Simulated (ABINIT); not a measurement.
## Quasiparticle gap of MoS2 (P6_3/mmc) in ABINIT

Wanted: ground state, empty states, screening and self-energy for MoS2 (P6_3/mmc).

Method: PBE and many-body steps on it, plane waves, in ABINIT 10.8.3.

The database entry behind the starting cell differs from later determinations by our own check (about 0.3 % long), so it need not match the best structure at ambient conditions.

**1. The structure**

The structure is hexagonal, space group P6_3/mmc (No. 194). Conventional cell: a = 3.169 Å, b = 3.169 Å, c = 12.324 Å, α = 90.00°, β = 90.00°, γ = 120.00°. Mo has 6 S at 2.41 Å nearest. S has 3 Mo at 2.41 Å nearest. Farther neighbours and most contacts between anions are not listed.

The cell and positions come from the Crystallography Open Database and are kept as given unless a step says otherwise.

**2. Ground state**

This step: ABINIT 10.8.3; DFT, PBE, plane waves, norm-conserving pseudopotentials.

The ground-state density comes first.

run.abi reads:

```
acell 3*1.0 Angstrom
rprim 
  3.169000000004 -0.000000000001 0.000000000000
  -1.584500000001 2.744434504597 0.000000000000
  0.000000000000 0.000000000000 12.324000000000
ntypat 2
znucl 42 16
natom 6
typat 1 1 2 2 2 2
xred 
  0.333333333333 0.666666666667 0.250000000000
  0.666666666667 0.333333333333 0.750000000000
  0.333333333333 0.666666666667 0.623000000000
  0.666666666667 0.333333333333 0.123000000000
  0.333333333333 0.666666666667 0.877000000000
  0.666666666667 0.333333333333 0.377000000000
pp_dirpath "pseudos"
pseudos "Mo.upf, S.upf"
ecut 36
ngkpt 6 6 2
nshiftk 1
shiftk 0 0 0
kptopt 1
chksymbreak 0
nband 33
occopt 1
tolvrs 1e-10
nstep 60
prtwf 0
optforces 0
optstress 0
indata_prefix "in"
outdata_prefix "out"
tmpdata_prefix "tmp"
```

Started as:

```
$ OMP_NUM_THREADS=1 mpirun -n 8 abinit run.abi > log
```

Numbers of over 12 decimals in the logs are rounded to 6 here.

The log of the run:

```text
.Version 10.8.3 of ABINIT. v10.8.2 released Aug 2026.

 Symmetries : space group P6_3/m m c (#194); Bravais hP (primitive hexag.)
================================================================================
 Values of the parameters that define the memory need of the present run
     intxc =       0    ionmov =       0      iscf =       7    lmnmax =       6
     lnmax =       6     mgfft =     128  mpssoang =       3    mqgrid =    6291
     natom =       6  nloc_mem =       1    nspden =       1   nspinor =       1
    nsppol =       1      nsym =      24    n1xccc =    2501    ntypat =       2
    occopt =       1   xclevel =       2
-    mband =          33        mffmem =           1         mkmem =           2
       mpw =        7490          nfft =      165888          nkpt =          14
================================================================================
  Rough estimation (10% accuracy) of disk space for files :
================================================================================

--------------------------------------------------------------------------------
------------- Echo of variables that govern the present computation ------------
--------------------------------------------------------------------------------
 -outvars: echo values of preprocessed input variables --------
            acell      1.8897261259E+00  1.8897261259E+00  1.8897261259E+00 Bohr

      chksymbreak           0
             ecut      3.60000000E+01 Hartree
-          fftalg         312

              ixc     -101130
              kpt      0.00000000E+00  0.00000000E+00  0.00000000E+00
                       1.66666667E-01  0.00000000E+00  0.00000000E+00
                       3.33333333E-01  0.00000000E+00  0.00000000E+00
                       5.00000000E-01  0.00000000E+00  0.00000000E+00
                       1.66666667E-01  1.66666667E-01  0.00000000E+00
                       3.33333333E-01  1.66666667E-01  0.00000000E+00
                       3.33333333E-01  3.33333333E-01  0.00000000E+00
                       0.00000000E+00  0.00000000E+00  5.00000000E-01
                       1.66666667E-01  0.00000000E+00  5.00000000E-01
                       3.33333333E-01  0.00000000E+00  5.00000000E-01
                       5.00000000E-01  0.00000000E+00  5.00000000E-01
[...]
kptrlatt        6    0    0      0    6    0      0    0    2
          kptrlen      3.59312526E+01
P           mkmem           2
            natom           6
            nband          33
            ngfft          36      36     128
             nkpt          14
            nstep          60
             nsym          24
           ntypat           2
              occ      2.000000  2.000000  2.000000  2.000000  2.000000  2.000000
                       2.000000  2.000000  2.000000  2.000000  2.000000  2.000000
                       2.000000  2.000000  2.000000  2.000000  2.000000  2.000000
                       2.000000  2.000000  2.000000  2.000000  2.000000  2.000000
                       2.000000  2.000000  0.000000  0.000000  0.000000  0.000000
[...]
optforces           0
        optstress           0
            prtwf           0
            rprim      3.1690000000E+00 -1.0000000000E-12  0.0000000000E+00
[...]
spgroup         194

           tolvrs      1.00000000E-10

             xred      3.3333333333E-01  6.6666666667E-01  2.5000000000E-01
[...]
znucl       42.00000   16.00000

================================================================================

 chkinp: Checking input parameters for consistency.

================================================================================
== DATASET  1 ==================================================================
-   mpi_nproc: 8, omp_nthreads: 1 (-1 if OMP is not activated)

--- !DatasetInfo
iteration_state: {dtset: 1, }
dimensions: {natom: 6, nkpt: 14, mband: 33, nsppol: 1, nspinor: 1, nspden: 1, mpw: 7490, }
cutoff_energies: {ecut:  36.0, pawecutdg:  -1.0, }
electrons: {nelect:   5.20000000E+01, charge:   0.00000000E+00, occopt:   1.00000000E+00, tsmear:   1.00000000E-02, }

 Real(R)+Recip(G) space primitive vectors, cartesian coordinates (Bohr,Bohr^-1):
 R(1)=  5.9885421  0.0000000  0.0000000  G(1)=  0.1669856  0.0964092  0.0000000
 R(2)= -2.9942710  5.1862296  0.0000000  G(2)=  0.0000000  0.1928183  0.0000000
 R(3)=  0.0000000  0.0000000 23.2889848  G(3)=  0.0000000  0.0000000  0.0429388
 Unit cell volume ucvol=  7.2330822E+02 bohr^3
 Angles (23,13,12)=  9.00000000E+01  9.00000000E+01  1.20000000E+02 degrees

 getcut: wavevector=  0.0000  0.0000  0.0000  ngfft=  36  36 128
         ecut(hartree)=     36.000   => boxcut(ratio)=   2.03490

--- Pseudopotential description ------------------------------------------------
- Mo Generated using ONCVPSP code by D. R. Hamann
- 42.00000  14.00000  171031                  znucl, zion, pspdat
12 -101130 2 -1 1640                          pspcod,pspxc,lmax,lloc,mmax
     nproj     2     2     2
  pspatm : epsatm=   15.95693798
         --- l  ekb(1:nproj) -->
[...]
pspatm: atomic psp has been read  and splines computed

- S Generated using ONCVPSP code by D. R. Hamann
- 16.00000   6.00000  171031                  znucl, zion, pspdat
12 -101130 2 -1 1146                          pspcod,pspxc,lmax,lloc,mmax
     nproj     2     2     2
  pspatm : epsatm=    9.01821529
         --- l  ekb(1:nproj) -->
[...]
pspatm: atomic psp has been read  and splines computed

   3.53531033E+03                                ecore*ucvol(ha*bohr**3)
--------------------------------------------------------------------------------

_setup2: Arith. and geom. avg. npw (full set) are    7464.403    7464.370

================================================================================

--- !BeginCycle
iteration_state: {dtset: 1, }
solver: {iscf: 7, nstep: 60, nline: 4, wfoptalg: 0, }
tolerances: {tolvrs: 1.00E-10, }

     iter   Etot(hartree)      deltaE(h)  residm     vres2
 ETOT  1  -184.32730796720    -1.843E+02 1.016E-01 3.331E+03
 ETOT  2  -182.42850318755     1.899E+00 4.665E-02 2.741E+04
 ETOT  3  -184.89381481055    -2.465E+00 9.579E-03 3.112E+00
 ETOT  4  -184.89593897113    -2.124E-03 3.848E-03 4.010E+00
 ETOT  5  -184.89626470211    -3.257E-04 4.799E-04 5.635E-01
 ETOT  6  -184.89631516807    -5.047E-05 5.620E-04 1.238E-01
 ETOT  7  -184.89632039937    -5.231E-06 2.494E-04 5.015E-03
 ETOT  8  -184.89632061210    -2.127E-07 3.916E-04 3.286E-05
 ETOT  9  -184.89632061421    -2.105E-09 1.706E-04 4.393E-07
 ETOT 10  -184.89632061433    -1.218E-10 2.595E-04 4.454E-08
 ETOT 11  -184.89632061434    -5.798E-12 1.106E-04 4.078E-09
 ETOT 12  -184.89632061434    -5.741E-12 1.802E-04 3.655E-10
 ETOT 13  -184.89632061434    -2.842E-13 6.883E-05 5.882E-11

 At SCF step   13       vres2   =  5.88E-11 < tolvrs=  1.00E-10 =>converged.

--- !ResultsGS
iteration_state: {dtset: 1, }
comment   : Summary of ground state results
lattice_vectors:
- [  5.9885421,  -0.0000000,   0.0000000, ]
- [ -2.9942710,   5.1862296,   0.0000000, ]
- [  0.0000000,   0.0000000,  23.2889848, ]
lattice_lengths: [   5.98854,    5.98854,   23.28898, ]
lattice_angles: [ 90.000,  90.000, 120.000, ] # degrees, (23, 13, 12)
lattice_volume:   7.2330822E+02
convergence: {deltae: -2.842E-13, res2:  5.882E-11, residm:  6.883E-05, diffor:  0.000E+00, }
etotal    :  -1.84896321E+02
entropy   :   0.00000000E+00
fermie    :   3.09959974E-01
cartesian_stress_tensor: null
pressure_GPa: null
xred      :
- [  3.3333E-01,   6.6667E-01,   2.5000E-01, Mo]
- [  6.6667E-01,   3.3333E-01,   7.5000E-01, Mo]
- [  3.3333E-01,   6.6667E-01,   6.2300E-01,  S]
- [  6.6667E-01,   3.3333E-01,   1.2300E-01,  S]
- [  3.3333E-01,   6.6667E-01,   8.7700E-01,  S]
- [  6.6667E-01,   3.3333E-01,   3.7700E-01,  S]
cartesian_forces: null
force_length_stats: {min: null, max: null, mean: null, }

 Integrated electronic density in atomic spheres:
 ------------------------------------------------
 Atom  Sphere_radius  Integrated_density
[...]
================================================================================

 ----iterations are completed or convergence reached----

 Mean square residual over all n,k,spin=   43.385E-08; max=  68.827E-06
 reduced coordinates (array xred) for    6 atoms
[...]
0.666666666667      0.333333333333      0.750000000000
       0.333333333333      0.666666666667      0.623000000000
       0.666666666667      0.333333333333      0.123000000000
       0.333333333333      0.666666666667      0.877000000000
       0.666666666667      0.333333333333      0.377000000000
 rms dE/dt=  0.0000E+00; max dE/dt=  0.0000E+00; dE/dt below (all hartree)
    1       0.000000000000      0.000000000000      0.000000000000
    2       0.000000000000      0.000000000000      0.000000000000
    3       0.000000000000      0.000000000000      0.000000000000
    4       0.000000000000      0.000000000000      0.000000000000
    5       0.000000000000      0.000000000000      0.000000000000
    6       0.000000000000      0.000000000000      0.000000000000

 cartesian coordinates (angstrom) at end:
    1      6.7e-13     1.829623     3.081000
    2      1.584500     0.914812     9.243000
    3      6.7e-13     1.829623     7.677852
    4      1.584500     0.914812     1.515852
    5      6.7e-13     1.829623    10.808148
    6      1.584500     0.914812     4.646148
 length scales=  1.889726125908  1.889726125908  1.889726125908 bohr
              =  1.000000000000  1.000000000000  1.000000000000 angstroms
 prteigrs : about to open file out_EIG
 Fermi (or HOMO) energy (hartree) =   0.30996   Average Vxc (hartree)=  -0.40245
 Eigenvalues (hartree) for nkpt=  14  k points:
 kpt#   1, nband= 33, wtk=  0.01389, kpt=  0.0000  0.0000  0.0000 (reduced coord)
  -1.95125   -1.95125   -1.00128   -1.00127   -0.99293   -0.99293   -0.99293   -0.99293
  -0.23958   -0.22966   -0.19514   -0.17888    0.05790    0.09584    0.18196    0.18981
   0.18981    0.19029    0.19029    0.23000    0.23000    0.23172    0.23172    0.26647
   0.26790    0.30996    0.38712    0.38733    0.38816    0.38827    0.39315    0.39331
   0.39947
 prteigrs : prtvol=0 or 1, do not print more k-points.

--- !EnergyTerms
iteration_state     : {dtset: 1, }
comment             : Components of total free energy in Hartree
kinetic             :  6.00147592879540E+01
hartree             :  5.39885223369599E+01
xc                  : -3.33780456305552E+01
Ewald energy        : -1.19847493795111E+02
psp_core            :  4.88769548579594E+00
local_psp           : -1.73802185844205E+02
non_local_psp       :  2.32404275448184E+01
total_energy        : -1.84896320614343E+02
total_energy_eV     : -5.03128519569763E+03
band_energy         : -1.61958635719819E+01

== END DATASET(S) ==============================================================
================================================================================

 -outvars: echo values of variables after computation  --------
           etotal     -1.8489632061E+02
            nband          33
             nkpt          14
          spgroup         194
 [... the other variables as echoed above ...]

 Calculation completed.
```

It took 47 s on 8 MPI ranks of Arm Neoverse N1, shared host; peak memory 0.81 GiB; 6.3 min of CPU time.

Numbers from this step:

```
total energy               : -5031.2852 eV
gap                        : 0.8887 eV
k of the valence top       : 0, 0, 0
k of the conduction bottom : 0.1667, 0.1667, 0
least direct gap           : 1.654 eV
```

The gap is indirect, with the least direct gap 0.77 eV higher.

**3. Empty states on the mesh, 3×3×1 mesh, 116 bands**

The sums over transitions need many empty states on a uniform mesh; this step solves for them.

Edit run.abi of step 2 so:

```diff
@@ -19,3 +19,3 @@
 ecut 36
-ngkpt 6 6 2
+ngkpt 3 3 1
 nshiftk 1
@@ -24,9 +24,10 @@
 chksymbreak 0
-nband 33
-occopt 1
-tolvrs 1e-10
+iscf -2
+irdden 1
+istwfk *1
+nband 116
+nbdbuf 10
+tolwfr 1e-09
 nstep 60
-prtwf 0
-optforces 0
-optstress 0
+prtvol 0
 indata_prefix "in"
```

Started as:

```
$ OMP_NUM_THREADS=2 mpirun -n 3 abinit run.abi > log
```

The log of the run:

```text
.Version 10.8.3 of ABINIT. v10.8.2 released Aug 2026.

 Symmetries : space group P6_3/m m c (#194); Bravais hP (primitive hexag.)
[... echo of the input left out ...]
== DATASET  1 ==================================================================
-   mpi_nproc: 3, omp_nthreads: 2 (-1 if OMP is not activated)

--- !DatasetInfo
iteration_state: {dtset: 1, }
dimensions: {natom: 6, nkpt: 3, mband: 116, nsppol: 1, nspinor: 1, nspden: 1, mpw: 7476, }
cutoff_energies: {ecut:  36.0, pawecutdg:  -1.0, }
electrons: {nelect:   5.20000000E+01, charge:   0.00000000E+00, occopt:   1.00000000E+00, tsmear:   1.00000000E-02, }

 Real(R)+Recip(G) space primitive vectors, cartesian coordinates (Bohr,Bohr^-1):
 R(1)=  5.9885421  0.0000000  0.0000000  G(1)=  0.1669856  0.0964092  0.0000000
 R(2)= -2.9942710  5.1862296  0.0000000  G(2)=  0.0000000  0.1928183  0.0000000
 R(3)=  0.0000000  0.0000000 23.2889848  G(3)=  0.0000000  0.0000000  0.0429388
 Unit cell volume ucvol=  7.2330822E+02 bohr^3
 Angles (23,13,12)=  9.00000000E+01  9.00000000E+01  1.20000000E+02 degrees

 getcut: wavevector=  0.0000  0.0000  0.0000  ngfft=  36  36 128
         ecut(hartree)=     36.000   => boxcut(ratio)=   2.03490

--- Pseudopotential description ------------------------------------------------
- Mo Generated using ONCVPSP code by D. R. Hamann
- 42.00000  14.00000  171031                  znucl, zion, pspdat
12 -101130 2 -1 1640                          pspcod,pspxc,lmax,lloc,mmax
     nproj     2     2     2
  pspatm : epsatm=   15.95693798
         --- l  ekb(1:nproj) -->
             0   13.833287    1.350687
             1    8.015347    1.134034
             2    2.765699    0.969071
 pspatm: atomic psp has been read  and splines computed

- S Generated using ONCVPSP code by D. R. Hamann
- 16.00000   6.00000  171031                  znucl, zion, pspdat
12 -101130 2 -1 1146                          pspcod,pspxc,lmax,lloc,mmax
     nproj     2     2     2
  pspatm : epsatm=    9.01821529
         --- l  ekb(1:nproj) -->
[...]
pspatm: atomic psp has been read  and splines computed

--------------------------------------------------------------------------------

================================================================================
 prteigrs : about to open file out_EIG
 Non-SCF case, kpt    1 (  0.00000  0.00000  0.00000), residuals and eigenvalues=
  5.44E-10  5.22E-10  3.28E-10  3.07E-10  2.33E-10  3.07E-10  2.25E-10  2.81E-10
  7.63E-10  9.78E-10  3.73E-10  4.04E-10  3.09E-10  2.97E-10  2.02E-10  2.05E-10
  5.87E-10  3.28E-10  5.40E-10  3.55E-10  5.16E-10  3.01E-10  5.17E-10  3.87E-10
[...]
2.14E-06  6.06E-06  2.18E-06  3.95E-04
 -1.9512E+00 -1.9512E+00 -1.0013E+00 -1.0013E+00 -9.9293E-01 -9.9293E-01
 -9.9293E-01 -9.9293E-01 -2.3958E-01 -2.2966E-01 -1.9514E-01 -1.7888E-01
  5.7899E-02  9.5843E-02  1.8196E-01  1.8981E-01  1.8981E-01  1.9029E-01
[...]
1.6177E+00  1.6566E+00  1.6568E+00  1.6783E+00  1.6981E+00  1.6981E+00
  1.7100E+00  1.7498E+00  1.7498E+00  1.8112E+00  1.8436E+00  1.8437E+00
  1.8464E+00  1.8484E+00
 prteigrs : prtvol=0 or 1, do not print more k-points.

--- !ResultsGS
iteration_state: {dtset: 1, }
comment   : Summary of ground state results
lattice_vectors:
- [  5.9885421,  -0.0000000,   0.0000000, ]
- [ -2.9942710,   5.1862296,   0.0000000, ]
- [  0.0000000,   0.0000000,  23.2889848, ]
lattice_lengths: [   5.98854,    5.98854,   23.28898, ]
lattice_angles: [ 90.000,  90.000, 120.000, ] # degrees, (23, 13, 12)
lattice_volume:   7.2330822E+02
convergence: {deltae:  0.000E+00, res2:  0.000E+00, residm:  9.956E-10, diffor:  0.000E+00, }
etotal    :  -1.84896321E+02
entropy   :   0.00000000E+00
fermie    :   3.09959974E-01
cartesian_stress_tensor: null
pressure_GPa: null
xred      :
- [  3.3333E-01,   6.6667E-01,   2.5000E-01, Mo]
- [  6.6667E-01,   3.3333E-01,   7.5000E-01, Mo]
- [  3.3333E-01,   6.6667E-01,   6.2300E-01,  S]
- [  6.6667E-01,   3.3333E-01,   1.2300E-01,  S]
- [  3.3333E-01,   6.6667E-01,   8.7700E-01,  S]
- [  6.6667E-01,   3.3333E-01,   3.7700E-01,  S]
cartesian_forces: null
force_length_stats: {min: null, max: null, mean: null, }

 Integrated electronic density in atomic spheres:
 ------------------------------------------------
 Atom  Sphere_radius  Integrated_density
[...]
================================================================================

 ----iterations are completed or convergence reached----

 Mean square residual over all n,k,spin=   48.890E-11; max=  99.561E-11
 reduced coordinates (array xred) for    6 atoms
[...]
0.333333333333      0.666666666667      0.877000000000
       0.666666666667      0.333333333333      0.377000000000

 cartesian coordinates (angstrom) at end:
    1      6.7e-13     1.829623     3.081000
    2      1.584500     0.914812     9.243000
[...]
6      1.584500     0.914812     4.646148
 length scales=  1.889726125908  1.889726125908  1.889726125908 bohr
              =  1.000000000000  1.000000000000  1.000000000000 angstroms
 prteigrs : about to open file out_EIG
 Eigenvalues (hartree) for nkpt=   3  k points:
 kpt#   1, nband=116, wtk=  0.11111, kpt=  0.0000  0.0000  0.0000 (reduced coord)
[...]
1.58536    1.59054    1.59666    1.61447    1.61447    1.61766    1.61766    1.65662
   1.65675    1.67831    1.69809    1.69809    1.70997    1.74976    1.74976    1.81118
   1.84363    1.84369    1.84641    1.84838
 prteigrs : prtvol=0 or 1, do not print more k-points.

== END DATASET(S) ==============================================================
================================================================================

 -outvars: echo values of variables after computation  --------
            nband         116
             nkpt           3
          spgroup         194
 [... the other variables as echoed above ...]

 Calculation completed.
```

The job ended after 35 s (3 MPI ranks; peak memory 0.3 GiB; 2.6 min of CPU time).

This step gave:

- gap: 1.052 eV
- k of the valence top: 0, 0, 0
- k of the conduction bottom: 0.3333, 0.3333, 0
- least direct gap: 1.654 eV
- k points computed: 3
- lowest point of the top converged band, above the valence top: 37.23 eV

On this mesh the gap is 1.052 eV. The earlier step found 0.889 eV, so this mesh misses an edge.

[end of part 1 of 2]

[Paths, hosts, dates, memory and timing lines, banners, echoed tables and standing remarks are left out of the program output.]

[Logs are printed without paths, hosts, clocks, repeated set-up lines and the standing remarks that a program may print on its own settings, such as how far it seeks lower states.]

[Runs of the session that timed out or met a known fault of the program may be left out.]

[Hosts, paths, dates, database ids (printed as entryN), source tags and the programs' standing remarks are cut or masked in the printed files.]

[G0W0 gaps are taken among the corrected bands and points alone; a level outside them can change the order at an edge.]

[Where Ansatz stands beside ABINIT at settings called matched, ABINIT's density can come from a denser mesh and the files from another edition; pairs whose starting gaps differed by over 0.03 eV were left out, so agreement reads better than it is.]
